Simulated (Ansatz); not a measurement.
# One crystal, many levels of theory: GaN (P6_3mc), part 2 of 2

Wanted: a ladder of band gaps for GaN (P6_3mc), from density functionals to G0W0.

Ansatz 0.2.0; density functionals, hybrids and G0W0, plane waves, PAW. Known limits of the many-body steps: finite bands, screening cutoff and k mesh; no spin-orbit coupling in G0W0; d shells not analysed.

So far. Step 6 (HSE06 on the 6×6×4 mesh): Over mesh and listed points the gap is 3.233 eV, direct, at k = Γ. HSE06 against PBE: 3.233 − 1.964 = +1.269 eV. The runs also differ in mesh (12×12×4 and 6×6×4), so how much of this comes from the functional alone is not known. Step 7 (PBE0 on the 6×6×4 mesh): Over mesh and listed points the gap is 3.926 eV, direct, at k = Γ. PBE0 against HSE06: 3.926 − 3.233 = +0.693 eV, with the same mesh, files and cutoff, and both edges at the same k points.

The database entry behind the starting cell differs from later determinations by our own check (about 0.3 % short, ideal inner coordinate), so it need not match the best structure at ambient conditions.

In doubt: masses and optical values from hybrid runs of this build are listed as unsure (step 10), which bears on the screening that GW takes from such a start.

## Step 8: DDH-PBE0 on the 6×6×4 mesh

The input asks for a share of exact exchange of one over the crystal's ε∞, which the program works out first.

This step: DFT, dielectric-dependent PBE0 (fraction 1/eps_inf of PBE), plane waves, PAW.

File input.yaml:

```yaml
crystal:
  lattice:
    - [3.18, 0.0, 0.0]
    - [-1.59, 2.753960784, 0.0]
    - [0.0, 0.0, 5.166]
  atoms:
    - { symbol: Ga, position: [0.3333333333, 0.6666666667, 0.0] }
    - { symbol: Ga, position: [0.6666666667, 0.3333333333, 0.5] }
    - { symbol: "N", position: [0.3333333333, 0.6666666667, 0.375] }
    - { symbol: "N", position: [0.6666666667, 0.3333333333, 0.875] }
  host: atoms
kpoints:
  mp_grid: { grid: [6, 6, 4] }
  band_path:
    path:
      - [0.0, 0.0, 0.0]
      - [0.5, 0.0, 0.0]
      - [0.33333333, 0.33333333, 0.0]
      - [0.0, 0.0, 0.5]
      - [0.5, 0.0, 0.5]
      - [0.33333333, 0.33333333, 0.5]
    npoints: 1
hamiltonian:
  xc:
    exchange: pbe
    correlation: pbe
    exx: { coeff: inverse_dielectric }
scf:
  occupations: { method: fixed }
  n_extra_bands: 5
output:
  eigenvalues: true
  write_density: true
  write_potential: true
  elf: true
  volumetric_format: npy
```

Launch:

```
$ ansatz run input.yaml --threads 3 --pin off --max-ram 92160MiB --backend cuda --events-out ev --progress --plain --runs-dir out --devices 1 --max-vram 13GiB  # rebuilt from the run's record
```

Numbers of over 12 decimals in the logs are rounded to 6 here.

What it wrote:

```text
[...]
the fraction of exact exchange is that of a crystal of Ga2N2
GPUs: using 1 of 1 available (devices: 1).
[...]
a weight of exact exchange comes from the crystal, and the text's number only plans the run
Solving k-mesh 6×6×4 for the fraction of exact exchange
[...]
Fermi energy:    9.026609 eV
[...]
--- Band table (eV; the first three rows and the last of 21) ---
  k-point 0: bands = [... 14 lower, 7.8959, 8.9710, 9.0266, 9.0266, 12.3273, 14.8098, 20.0212, 20.5572, ... 1 higher]
  k-point 1: bands = [... 14 lower, 8.0526, 8.0526, 8.8515, 8.8515, 13.5361, 14.9216, 19.5873, 20.2796, ... 1 higher]
  k-point 2: bands = [... 14 lower, 8.4438, 8.4438, 8.4438, 8.4438, 14.7883, 14.7883, 19.1931, 19.1931, ... 1 higher]
  k-point 20: bands = [... 14 lower, 4.5440, 4.5440, 7.4349, 7.4349, 17.0416, 17.0416, 17.8285, 17.8285, ... 1 higher]
[key lines of the parts left out:]
Free energy (F): -8336.608254 eV
```

It took 43 s on 1 × NVIDIA H100 80GB HBM3 (shared by 6 runs) with 3 threads of AMD EPYC 7R13 (Zen 3), shared host; peak memory 2.2 GiB.

This step gave:

- gap: 3.301 eV
- valence top at: Γ
- conduction bottom at: Γ
- least direct gap: 3.301 eV
- exact-exchange fraction: 0.1727

Over mesh and listed points the gap is 3.301 eV, direct, at k = Γ. DDH-PBE0 against PBE0: 3.301 − 3.926 = −0.625 eV, with the same mesh, files and cutoff, and both edges at the same k points.

## Step 9: G0W0@PBE, 6×6×4 mesh, 290 empty bands, screening to 200 eV

G0W0 replaces the xc potential by a self-energy built once from the orbitals of the start. Levels are corrected in the window of bands that the input names, at points of the mesh.

This step: G0W0 on PBE, plane waves, PAW.

File input.yaml:

```yaml
crystal:
  lattice:
    - [3.18, 0.0, 0.0]
    - [-1.59, 2.753960784, 0.0]
    - [0.0, 0.0, 5.166]
  atoms:
    - { symbol: Ga, position: [0.3333333333, 0.6666666667, 0.0] }
    - { symbol: Ga, position: [0.6666666667, 0.3333333333, 0.5] }
    - { symbol: "N", position: [0.3333333333, 0.6666666667, 0.375] }
    - { symbol: "N", position: [0.6666666667, 0.3333333333, 0.875] }
kpoints:
  mp_grid: { grid: [6, 6, 4] }
hamiltonian:
  xc: pbe
scf:
  occupations: { method: fixed }
gw:
  n_empty_bands: 290
  ecut_chi: 200.0
  qp_bands: [v2, c2]
  qp_kpoints: band_edges
  screening: { model: contour_deformation }
```

What it wrote:

```text
GPUs: using 1 of 1 available (devices: 1).
[...]
GPU FFT provider: cuFFT
GPU libraries: cuBLAS 13.8.2, cuFFT 12.4.0, cuSOLVER 12.3.4
Crystal: 4 atoms, lattice volume = 45.242 Å³
Basis set: ecut = 420 eV, 881 PW (Γ)
Bands: 22, of which v1, the nominal top of the filled ones, is band 18 counted from 1 (17 counted from 0)
Symmetry: 12 space group operations
[...]
k-points: 21 of 144 (time reversal used)
[...]
1    20     14.2610   -10.1614    -4.6569   -15.3280  0.8082    14.7737    14.7706  root
[...]
20    17      8.3471   -22.3645     3.1654   -18.3045  0.7651     7.4392     7.4524  root
    20    18      8.3471   -22.3645     3.1654   -18.3045  0.7651     7.4392     7.4524  root
    20    19     16.3479    -9.5409    -4.9352   -14.9898  0.8064    16.8651    16.8615  root
    20    20     16.3479    -9.5409    -4.9352   -14.9898  0.8064    16.8651    16.8615  root
[key lines of the parts left out:]
SCF converged after 6 iterations
Free energy (F): -8335.791703 eV
Fermi energy:    9.854318 eV
```

It took 43 s on 1 × NVIDIA H100 80GB HBM3 (shared by 6 runs) with 3 threads; peak memory 1.5 GiB; 69 s of CPU time.

This step gave:

```
bands summed                                    : 308
RPA ε∞ on this mesh (eigenvalues)               : 5.869, 5.908, 5.908
plane waves in the screening matrix             : 287
G0W0 gap over the corrected points              : 3.119 eV
k of the valence top                            : 0, 0, 0
k of the conduction bottom                      : 0, 0, 0
starting gap on the mesh                        : 1.963 eV
Z at the valence top                            : 0.7700
Z at the conduction bottom                      : 0.8047
least direct G0W0 gap over the corrected points : 3.119 eV
```

Over 15 of 21 irreducible mesh points the G0W0 gap is 3.119 eV, direct, at k = Γ. The PBE gap of this run on the mesh is 1.963 eV. The two states that bound the G0W0 gap lie that far apart at the start, so the correction of the gap is 3.119 − 1.963 = +1.156 eV.

## Step 10: G0W0@HSE06, 6×6×4 mesh, 135 empty bands, screening to 120 eV

This step: G0W0 on HSE06, plane waves, PAW.

input.yaml, as its differences from that of step 9:

```diff
@@ -13,3 +13,3 @@
 hamiltonian:
-  xc: pbe
+  xc: hse06
 scf:
@@ -17,4 +17,4 @@
 gw:
-  n_empty_bands: 290
-  ecut_chi: 200.0
+  n_empty_bands: 135
+  ecut_chi: 120
   qp_bands: [v2, c2]
```

What it wrote:

```text
GPUs: using 1 of 1 available (devices: 1).
[...]
GPU FFT provider: cuFFT
GPU libraries: cuBLAS 13.8.2, cuFFT 12.4.0, cuSOLVER 12.3.4
Crystal: 4 atoms, lattice volume = 45.242 Å³
Basis set: ecut = 420 eV, 881 PW (Γ)
Bands: 22, of which v1, the nominal top of the filled ones, is band 18 counted from 1 (17 counted from 0)
Symmetry: 12 space group operations
[...]
k-points: 21 of 144 (time reversal used)
[...]
1    19     13.4452   -11.3431    -3.6579   -15.5014  0.8277    13.9471    13.9456  root
     1    20     14.8673    -9.6792    -4.2298   -14.3674  0.8369    15.3272    15.3258  root
[...]
20    17      7.4071   -22.2388     3.0785   -19.0709  0.7990     7.3177     7.3178  root
    20    18      7.4071   -22.2388     3.0785   -19.0709  0.7990     7.3177     7.3178  root
    20    19     16.9825    -8.9665    -4.4617   -13.8289  0.8362    17.3844    17.3832  root
    20    20     16.9825    -8.9665    -4.4617   -13.8289  0.8362    17.3844    17.3832  root
[key lines of the parts left out:]
Free energy (F): -8336.816661 eV
Fermi energy:    9.018885 eV
```

It took 35 s on 1 × NVIDIA H100 80GB HBM3 (shared by 6 runs) with 3 threads; peak memory 1.6 GiB.

This step gave:

- bands summed: 153
- RPA ε∞ on this mesh (eigenvalues): 4.515, 4.515, 4.526
- plane waves in the screening matrix: 135
- G0W0 gap over the corrected points: 3.695 eV
- k of the valence top: 0, 0, 0
- k of the conduction bottom: 0, 0, 0
- starting gap on the mesh: 3.233 eV
- Z at the valence top: 0.8038
- Z at the conduction bottom: 0.8346
- least direct G0W0 gap over the corrected points: 3.695 eV

Over 15 of 21 irreducible mesh points the G0W0 gap is 3.695 eV, direct, at k = Γ. The HSE06 gap of this run on the mesh is 3.233 eV. The two states that bound the G0W0 gap lie that far apart at the start, so the correction of the gap is 3.695 − 3.233 = +0.462 eV. G0W0@HSE06 against G0W0@PBE with 153 bands (a further run, in the table below): 3.695 − 3.104 = +0.591 eV, with the same mesh, files and cutoffs, and both edges at the same k points.

## Step 11: G0W0@LDA, 6×6×4 mesh, 135 empty bands, screening to 120 eV

This step: G0W0 on LDA, plane waves, PAW.

input.yaml, as its differences from that of step 10:

```diff
@@ -13,3 +13,3 @@
 hamiltonian:
-  xc: hse06
+  xc: lda
 scf:
```

What it wrote:

```text
GPUs: using 1 of 1 available (devices: 1).
[...]
GPU FFT provider: cuFFT
GPU libraries: cuBLAS 13.8.2, cuFFT 12.4.0, cuSOLVER 12.3.4
Crystal: 4 atoms, lattice volume = 45.242 Å³
Basis set: ecut = 420 eV, 881 PW (Γ)
Bands: 22, of which v1, the nominal top of the filled ones, is band 18 counted from 1 (17 counted from 0)
Symmetry: 12 space group operations
[...]
k-points: 21 of 144 (time reversal used)
[...]
1    20     13.7914   -10.2738    -4.5178   -15.8183  0.8083    14.8327    14.8180  root
[...]
20    17      7.9587   -22.3084     3.3193   -18.5237  0.7667     7.4902     7.4933  root
    20    18      7.9587   -22.3084     3.3193   -18.5237  0.7667     7.4902     7.4933  root
    20    19     15.8591    -9.6634    -4.8468   -15.5364  0.8062    16.9024    16.8854  root
    20    20     15.8591    -9.6634    -4.8468   -15.5364  0.8062    16.9024    16.8854  root
[key lines of the parts left out:]
SCF converged after 6 iterations
Free energy (F): -8164.168012 eV
Fermi energy:    9.484251 eV
```

It took 13 s on 1 × NVIDIA H100 80GB HBM3 (shared by 6 runs) with 3 threads; peak memory 1.1 GiB; 21 s of CPU time.

This step gave:

```
bands summed                                    : 153
RPA ε∞ on this mesh (eigenvalues)               : 5.974, 6.045, 6.045
plane waves in the screening matrix             : 135
G0W0 gap over the corrected points              : 3.142 eV
k of the valence top                            : 0, 0, 0
k of the conduction bottom                      : 0, 0, 0
starting gap on the mesh                        : 1.971 eV
Z at the valence top                            : 0.7719
Z at the conduction bottom                      : 0.8049
least direct G0W0 gap over the corrected points : 3.142 eV
```

Over 15 of 21 irreducible mesh points the G0W0 gap is 3.142 eV, direct, at k = Γ. The LDA gap of this run on the mesh is 1.971 eV. The two states that bound the G0W0 gap lie that far apart at the start, so the correction of the gap is 3.142 − 1.971 = +1.171 eV. G0W0@LDA against G0W0@HSE06 with 153 bands: 3.142 − 3.695 = −0.553 eV, with the same mesh, files and cutoffs, and both edges at the same k points.

## Step 12: All levels together

Each gap is the least one over the points named; times are wall times on shared hosts, not benchmarks. A G0W0 time includes the run's own self-consistent start. Runs with listed points see these and the mesh alone, so an edge that moves elsewhere is missed. Rows marked * are further runs, not shown as steps, whose inputs differ from the G0W0 step on the same start in the columns given; solver thresholds can differ too.

| level | mesh | files, cutoff | bands summed, screening | points | gap (eV) | valence top | conduction bottom | least direct gap (eV) | time |
| --- | --- | --- | --- | --- | --- | --- | --- | --- | --- |
| LDA | 12×12×4 | soft_2 PAW, 420 eV | - | mesh and listed points | 1.973 | Γ | Γ | 1.973 | 3.7 s |
| PBE | 12×12×4 | soft_2 PAW, 420 eV | - | mesh and path | 1.964 | Γ | Γ | 1.964 | 6.8 s |
| PBE+SOC | 12×12×4 | soft_2 PAW, 420 eV | - | mesh and listed points | 1.962 | Γ | Γ | 1.962 | 10 s |
| r2SCAN | 12×12×4 | soft_2 PAW, 500 eV | - | mesh and listed points | 2.383 | Γ | Γ | 2.383 | 6 s |
| HSE06 | 6×6×4 | soft_2 PAW, 420 eV | - | mesh and listed points | 3.233 | Γ | Γ | 3.233 | 23 s |
| PBE0 | 6×6×4 | soft_2 PAW, 420 eV | - | mesh and listed points | 3.926 | Γ | Γ | 3.926 | 15 s |
| DDH-PBE0 | 6×6×4 | soft_2 PAW, 420 eV | - | mesh and listed points | 3.301 | Γ | Γ | 3.301 | 43 s |
| G0W0@PBE* | 6×6×4 | soft_2 PAW, 420 eV | 65, 60 eV | 15 of 21 irreducible mesh points | 2.968 | Γ | Γ | 2.968 | 17 s |
| G0W0@PBE* | 6×6×4 | soft_2 PAW, 420 eV | 153, 120 eV | 15 of 21 irreducible mesh points | 3.104 | Γ | Γ | 3.104 | 15 s |
| G0W0@PBE | 6×6×4 | soft_2 PAW, 420 eV | 308, 200 eV | 15 of 21 irreducible mesh points | 3.119 | Γ | Γ | 3.119 | 43 s |
| G0W0@PBE* | 6×6×2 | soft_2 PAW, 420 eV | 153, 120 eV | 11 of 14 irreducible mesh points | 3.071 | Γ | Γ | 3.071 | 9.8 s |
| G0W0@HSE06 | 6×6×4 | soft_2 PAW, 420 eV | 153, 120 eV | 15 of 21 irreducible mesh points | 3.695 | Γ | Γ | 3.695 | 35 s |
| G0W0@LDA | 6×6×4 | soft_2 PAW, 420 eV | 153, 120 eV | 15 of 21 irreducible mesh points | 3.142 | Γ | Γ | 3.142 | 13 s |

## Step 13: What came out

```json
{"LDA, over mesh and listed points": "1.973 eV", "PBE, over mesh and path": "1.964 eV", "PBE+SOC, over mesh and listed points": "1.962 eV", "r2SCAN, over mesh and listed points": "2.383 eV", "HSE06, over mesh and listed points": "3.233 eV", "PBE0, over mesh and listed points": "3.926 eV", "DDH-PBE0, over mesh and listed points": "3.301 eV", "G0W0@PBE (308 bands, 6×6×4), over 15 of 21 irreducible mesh points": "3.119 eV", "G0W0@HSE06, over 15 of 21 irreducible mesh points": "3.695 eV", "G0W0@LDA, over 15 of 21 irreducible mesh points": "3.142 eV", "known limits": "finite bands, screening cutoff and k mesh; no spin-orbit coupling in G0W0; d shells not analysed"}
```

What this shows: The rows run from 1.962 eV (PBE+SOC) to 3.926 eV (PBE0). They differ in mesh, plane-wave cutoff, bands and screening cutoff of G0W0 and the points over which the gap was sought as well as in level, so only pairs that share these are like for like. PBE against LDA: 1.964 − 1.973 = −0.009 eV, with the same mesh, files and cutoff, and both edges at the same k points. PBE+SOC against PBE: 1.962 − 1.964 = −0.002 eV, with the same mesh, set of files (read in its fully relativistic form for the spin-orbit run) and cutoff, and both edges at the same k points. The spin-orbit run sees mesh and listed points alone, so its gap is an upper bound: the coupling can move an edge off these points, the more so as this crystal has no centre of inversion, and the change over the zone, its sign included where it is small, is not known. PBE0 against HSE06: 3.926 − 3.233 = +0.693 eV, with the same mesh, files and cutoff, and both edges at the same k points. DDH-PBE0 against PBE0: 3.301 − 3.926 = −0.625 eV, with the same mesh, files and cutoff, and both edges at the same k points. G0W0@HSE06 against G0W0@PBE with 153 bands: 3.695 − 3.104 = +0.591 eV, with the same mesh, files and cutoffs, and both edges at the same k points. G0W0@LDA against G0W0@HSE06 with 153 bands: 3.142 − 3.695 = −0.553 eV, with the same mesh, files and cutoffs, and both edges at the same k points. The dielectric-dependent hybrid took 0.173 of exact exchange, against 0.25 in PBE0. G0W0@PBE (308 bands, 6×6×4) moves the gap of its own start on the mesh by 3.119 − 1.963 = +1.156 eV, between the same two levels. Both edges that PBE shows over mesh and path lie at k points where levels were corrected. Levels at other points were not corrected, so a lower G0W0 gap elsewhere in the zone is not ruled out. G0W0@HSE06 moves the gap of its own start on the mesh by 3.695 − 3.233 = +0.462 eV, between the same two levels. Both edges that HSE06 shows over mesh and listed points lie at k points where levels were corrected. Levels at other points were not corrected, so a lower G0W0 gap elsewhere in the zone is not ruled out. G0W0@LDA moves the gap of its own start on the mesh by 3.142 − 1.971 = +1.171 eV, between the same two levels. Both edges that LDA shows over mesh and listed points lie at k points where levels were corrected. Levels at other points were not corrected, so a lower G0W0 gap elsewhere in the zone is not ruled out. What spin-orbit coupling does to the G0W0 levels was not computed, so no sum with the G0W0 gap is formed. For G0W0@PBE: from 65 bands and 60 eV to 308 bands and 200 eV the gap moves by 3.119 − 2.968 = +0.151 eV (rung by rung 2.968, 3.104, 3.119 eV); bands and screening cutoff rise together, so their parts are not told apart. A line in one over the bands through the two highest rungs gives 3.119 + (3.119 − 3.104) × 153 / (308 − 153) = 3.134 eV, and through the pair below 3.104 + (3.104 − 2.968) × 65 / (153 − 65) = 3.204 eV. The two differ by 0.070 eV, not under the 0.030 eV asked, so the law does not hold well over these rungs and the limit is not known. The other G0W0 rows are shown at one basis each (153 bands), so their distance from the limit is not known here. With the 6×6×2 mesh in place of the 6×6×4 mesh and all else as in the G0W0@PBE row with 153 bands, the gap differs by 3.071 − 3.104 = −0.033 eV, and that of the start by 1.964 − 1.963 = +0.001 eV. The G0W0 runs are scalar-relativistic. One-shot GW is known to converge slowly in bands for compounds with shallow d shells. The cell holds Ga; the filling of the d shell and its place against the gap were not analysed here. G0W0@PBE runs of this series with other atomic data on the same mesh, not shown as steps, give 3.115 eV (hard PAW, 1020 eV, 161 bands, screening to 120 eV; the table's row with the same empty bands and screening cutoff has 3.104 eV); where bands and cutoffs differ too, the part of the files is not isolated.

[Paths, hosts, dates, memory and timing lines, banners, echoed tables and standing remarks are left out of the program output.]

[Logs are printed without paths, hosts, clocks, repeated set-up lines and the standing remarks that a program may print on its own settings, such as how far it seeks lower states.]

[Runs of the session that timed out or met a known fault of the program may be left out.]

[Cells called generated may have been cut or substituted from an entry of the Crystallography Open Database or the Materials Project.]

[Hosts, paths, dates, database ids (printed as entryN), source tags and the programs' standing remarks are cut or masked in the printed files.]

[Where an RPA ε∞ is given, it is that of the G0W0 mesh and is not shown converged in it. Names of k-points follow the symmetry that the program found, which can be lower than the space group named. Band edges on a path are those of the sampled points; other points can move an edge, and change direct to indirect where valleys lie close.]

[Hybrid gaps are those of their k-mesh and are not shown converged in it.]
